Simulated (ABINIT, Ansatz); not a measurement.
# SnPbSe3 (Pm-3m): zone-centre phonons

Wanted: the vibrations of SnPbSe3 (Pm-3m) at Γ, by two programs.

Calculated with ABINIT 10.8.3; DFT LDA, scalar-relativistic, plane waves, HGH norm-conserving pseudopotentials.

The structure was built from a prototype and need not be the compound's stable phase.

### 1. The starting structure

The structure is cubic, space group Pm-3m (No. 221). The conventional cell has a = 5.160 Å, b = 5.160 Å, c = 5.160 Å, α = 90.00°, β = 90.00°, γ = 90.00°. Nearest to Pb lie 12 Se at 3.65 Å. Nearest to Sn lie 6 Se at 2.58 Å. Se has 2 Sn at 2.58 Å nearest. Farther neighbours and most contacts between anions are not listed.

Coordinates:

```cif
data_structure
_symmetry_space_group_name_H-M 'P 1'
_symmetry_Int_Tables_number 1
_cell_length_a 5.1595
_cell_length_b 5.1595
_cell_length_c 5.1595
_cell_angle_alpha 90.000
_cell_angle_beta 90.000
_cell_angle_gamma 90.000
_cell_volume 137.35
loop_
_atom_site_label
_atom_site_type_symbol
_atom_site_fract_x
_atom_site_fract_y
_atom_site_fract_z
_atom_site_occupancy
Pb1 Pb 0.00000 0.00000 0.00000 1
Sn2 Sn 0.50000 0.50000 0.50000 1
Se3 Se 0.50000 0.50000 0.00000 1
Se4 Se 0.50000 0.00000 0.50000 1
Se5 Se 0.00000 0.50000 0.50000 1
```

### 2. Relaxation

The harmonic expansion needs vanishing forces, and a free crystal bears no stress, so cell and atoms are brought to rest. Stress is more sensitive to the basis than forces are: the last 3 Ha under the cutoff are smoothed with ecutsm, and the cutoff is raised above that of the later runs.

The starting cell comes from a relaxation made beforehand in Ansatz (LDA, PseudoDojo NC).

Input file relax.abi:

```
# relaxation
ionmov 2
optcell 2
dilatmx 1.08
ntime 40
tolmxf 1.0d-05
tolvrs 1.0d-14
prtwf 0
prtden 0
chksymtnons 0

# basis, mesh and filling
ecut 26.0
ecutsm 3.0
ixc 7
ngkpt 4 4 4
nshiftk 1
shiftk 0.0 0.0 0.0
istwfk *1
occopt 6
tsmear 0.01
nband 20
nstep 100
diemac 1000000.0
prtebands 0
prtgsr 0

# cell and atoms
acell 3*1.0 Angstrom
rprim 
    5.159529432 0.0 0.0
    0.0 5.159529432 0.0
    0.0 0.0 5.159529432
ntypat 3
znucl 82 50 34
natom 5
typat 1 2 3 3 3
xred 
    0.0 0.0 0.0
    0.5 0.5 0.5
    0.5 0.5 0.0
    0.5 0.0 0.5
    0.0 0.5 0.5
pp_dirpath "./pseudo"
pseudos "Pb.hgh, Sn.hgh, Se.hgh"
```

On the command line:

```bash
$ OMP_NUM_THREADS=1 mpirun -n 4 abinit relax.abi > relax.log
```

Numbers of over 12 decimals in the logs are rounded to 6 here.

relax.abo, the main output file:

```text
[banners, grids, parts of the stress and lines that vanish by symmetry left out]
- input  file    -> relax.abi
- output file    -> relax.abo
- root for input  files -> relaxi
[...]
Symmetries : space group Pm -3 m (#221); Bravais cP (primitive cubic)
[...]
mpw =        7441          nfft =      125000          nkpt =          10
[...]
== DATASET  1 ==================================================================
[...]
cutoff_energies: {ecut:  26.0, pawecutdg:  -1.0, }
[...]
Exchange-correlation functional for the present dataset will be:
  LDA: Perdew-Wang 92 LSD fit to Ceperley-Alder data - ixc=7
[...]
ETOT  1  -35.614576548778    -3.561E+01 1.740E-02 5.182E+02
 ETOT  2  -35.696895884573    -8.232E-02 2.514E-03 3.235E+01
 ETOT  3  -35.701537145182    -4.641E-03 7.774E-04 5.137E+00
 ETOT  4  -35.702120672219    -5.835E-04 3.171E-04 1.607E-01
 ETOT  5  -35.702144060028    -2.339E-05 9.764E-05 5.916E-03
[...]
At SCF step   12       vres2   =  4.78E-17 < tolvrs=  1.00E-14 =>converged.
[...]
sigma(1 1)=  8.96587689E-06  sigma(3 2)=  0.00000000E+00
  sigma(2 2)=  8.96587689E-06  sigma(3 1)=  0.00000000E+00
  sigma(3 3)=  8.96587689E-06  sigma(2 1)=  0.00000000E+00
[...]
convergence: {deltae:  6.679E-13, res2:  4.780E-17, residm:  2.587E-04, diffor: null, }
etotal    :  -3.57021446E+01
[...]
ETOT  1  -35.702145108068    -3.570E+01 2.309E-04 4.943E-02
[...]
At SCF step    9       vres2   =  8.92E-16 < tolvrs=  1.00E-14 =>converged.
[...]
sigma(1 1)=  7.54380650E-06  sigma(3 2)=  0.00000000E+00
  sigma(2 2)=  7.54380650E-06  sigma(3 1)=  0.00000000E+00
  sigma(3 3)=  7.54380650E-06  sigma(2 1)=  0.00000000E+00
[...]
convergence: {deltae:  5.684E-13, res2:  8.923E-16, residm:  3.271E-06, diffor: null, }
etotal    :  -3.57021508E+01
[...]
ETOT  1  -35.702012314894    -3.570E+01 2.808E-04 1.340E+00
[...]
ETOT  9  -35.702165630970    -8.313E-13 7.501E-07 3.477E-14
 ETOT 10  -35.702165630969     4.619E-13 1.609E-06 2.094E-16
 At SCF step   10       vres2   =  2.09E-16 < tolvrs=  1.00E-14 =>converged.
[...]
sigma(1 1)= -5.40178879E-08  sigma(3 2)=  0.00000000E+00
  sigma(2 2)= -5.40178879E-08  sigma(3 1)=  0.00000000E+00
  sigma(3 3)= -5.40178879E-08  sigma(2 1)=  0.00000000E+00
[...]
convergence: {deltae:  4.619E-13, res2:  2.094E-16, residm:  1.609E-06, diffor: null, }
etotal    :  -3.57021656E+01
[...]
At Broyd/MD step   3, gradients are converged :
[...]
sigma(1 1)= -5.40178879E-08  sigma(3 2)=  0.00000000E+00
  sigma(2 2)= -5.40178879E-08  sigma(3 1)=  0.00000000E+00
  sigma(3 3)= -5.40178879E-08  sigma(2 1)=  0.00000000E+00
[...]
- sigma(1 1)= -1.58926113E-03  sigma(3 2)=  0.00000000E+00
- sigma(2 2)= -1.58926113E-03  sigma(3 1)=  0.00000000E+00
- sigma(3 3)= -1.58926113E-03  sigma(2 1)=  0.00000000E+00
[...]
fcart     -0.0000000000E+00 -0.0000000000E+00 -0.0000000000E+00
           strten     -5.4017887927E-08 -5.4017887928E-08 -5.4017887927E-08
================================================================================

[key lines of the parts left out:]
pressure_GPa:   1.5893E-03
Total energy (etotal) [Ha]= -3.57021656309692E+01
```

It took 46 s on 4 MPI ranks of Arm Neoverse V2, shared host.

The steps of the relaxation:

```
step  energy less that of the first step (eV)  largest force (eV/Å)  volume (Å³)
   1                                   0.0000                0.0000       137.35
   2                                  -0.0002                0.0000       137.24
   3                                  -0.0006                0.0000       136.66
```

```
conventional cell, symmetrised  before  after  change
                         a (Å)   5.160  5.151  -0.2 %
                         b (Å)   5.160  5.151  -0.2 %
                         c (Å)   5.160  5.151  -0.2 %
              volume (Å³/atom)   27.47  27.33  -0.5 %
```

The relaxed structure:

```xyz
5
Lattice="5.1508 0.0000 0.0000 0.0000 5.1508 0.0000 0.0000 0.0000 5.1508" Properties=species:S:1:pos:R:3 pbc="T T T"
Pb    0.0000    0.0000    0.0000
Sn    2.5754    2.5754    2.5754
Se    2.5754    2.5754    0.0000
Se    2.5754    0.0000    2.5754
Se    0.0000    2.5754    2.5754
```

This step gave:

```yaml
volume_per_atom: 27.33 Å³
pressure: 0.001589 GPa
gap_on_the_k_mesh: 0 eV
```

The volume changes by -0.5 % from the cell with which this run began.

### 3. Ground state

First-order wavefunctions inherit every error of the ground state, hence the very tight tolvrs. Occupations are smeared.

Input file gs.abi:

```
# ground state
tolvrs 1.0d-16
prtden 1
prtwf 1

# basis, mesh and filling
ecut 20.0
ixc 7
ngkpt 4 4 4
nshiftk 1
shiftk 0.0 0.0 0.0
istwfk *1
occopt 6
tsmear 0.01
nband 20
nstep 100
diemac 1000000.0
prtebands 0
prtgsr 0

# cell and atoms
acell 3*1.0 Angstrom
rprim 
    5.150816967 0.0 0.0
    0.0 5.150816967 0.0
    0.0 0.0 5.150816967
ntypat 3
znucl 82 50 34
natom 5
typat 1 2 3 3 3
xred 
    0.0 0.0 0.0
    0.5 0.5 0.5
    0.5 0.5 0.0
    0.5 0.0 0.5
    0.0 0.5 0.5
pp_dirpath "./pseudo"
pseudos "Pb.hgh, Sn.hgh, Se.hgh"
```

On the command line:

```bash
$ OMP_NUM_THREADS=1 mpirun -n 4 abinit gs.abi > gs.log
```

gs.abo, the main output file:

```text
[banners, grids, parts of the stress and lines that vanish by symmetry left out]
- input  file    -> gs.abi
- output file    -> gs.abo
- root for input  files -> gsi
[...]
Symmetries : space group Pm -3 m (#221); Bravais cP (primitive cubic)
[...]
mpw =        3952          nfft =       64000          nkpt =          10
[...]
== DATASET  1 ==================================================================
[...]
cutoff_energies: {ecut:  20.0, pawecutdg:  -1.0, }
[...]
Exchange-correlation functional for the present dataset will be:
  LDA: Perdew-Wang 92 LSD fit to Ceperley-Alder data - ixc=7
[...]
ETOT  1  -35.614288972132    -3.561E+01 2.255E-02 2.569E+02
 ETOT  2  -35.691120476045    -7.683E-02 1.196E-03 1.575E+01
 ETOT  3  -35.695326632298    -4.206E-03 8.282E-04 2.465E+00
 ETOT  4  -35.695874494995    -5.479E-04 8.731E-04 8.542E-02
 ETOT  5  -35.695898945540    -2.445E-05 2.019E-04 3.031E-03
[...]
ETOT 11  -35.695899538670    -6.395E-13 1.723E-05 1.126E-14
 ETOT 12  -35.695899538669     9.379E-13 1.164E-05 2.143E-17
 At SCF step   12       vres2   =  2.14E-17 < tolvrs=  1.00E-16 =>converged.
[...]
sigma(1 1)=  3.10653686E-05  sigma(3 2)=  0.00000000E+00
  sigma(2 2)=  3.10653686E-05  sigma(3 1)=  0.00000000E+00
  sigma(3 3)=  3.10653686E-05  sigma(2 1)=  0.00000000E+00
[...]
convergence: {deltae:  9.379E-13, res2:  2.143E-17, residm:  1.164E-05, diffor: null, }
etotal    :  -3.56958995E+01
[...]
sigma(1 1)=  3.10653686E-05  sigma(3 2)=  0.00000000E+00
  sigma(2 2)=  3.10653686E-05  sigma(3 1)=  0.00000000E+00
  sigma(3 3)=  3.10653686E-05  sigma(2 1)=  0.00000000E+00
[...]
- sigma(1 1)=  9.13974700E-01  sigma(3 2)=  0.00000000E+00
- sigma(2 2)=  9.13974700E-01  sigma(3 1)=  0.00000000E+00
- sigma(3 3)=  9.13974700E-01  sigma(2 1)=  0.00000000E+00
[...]
fcart     -0.0000000000E+00 -0.0000000000E+00 -0.0000000000E+00
           strten      3.1065368646E-05  3.1065368646E-05  3.1065368646E-05
================================================================================

[key lines of the parts left out:]
pressure_GPa:  -9.1397E-01
```

Run time: 9.7 s. Hardware: 4 MPI ranks.

Numbers from this step:

```
pressure : -0.9140 GPa
```

The cell stands at -0.91 GPa: the relaxation ran with a smoothed and higher cutoff, and the difference is a stress of the finite basis.

[end of part 1 of 4]

[Host names and launcher messages were left out of these logs when they were recorded.]

[Logs are printed without paths, hosts, clocks, repeated set-up lines and the standing remarks that a program may print on its own settings, such as how far it seeks lower states.]

[Hosts, paths, dates, database ids (printed as entryN), source tags and the programs' standing remarks are cut or masked in the printed files.]
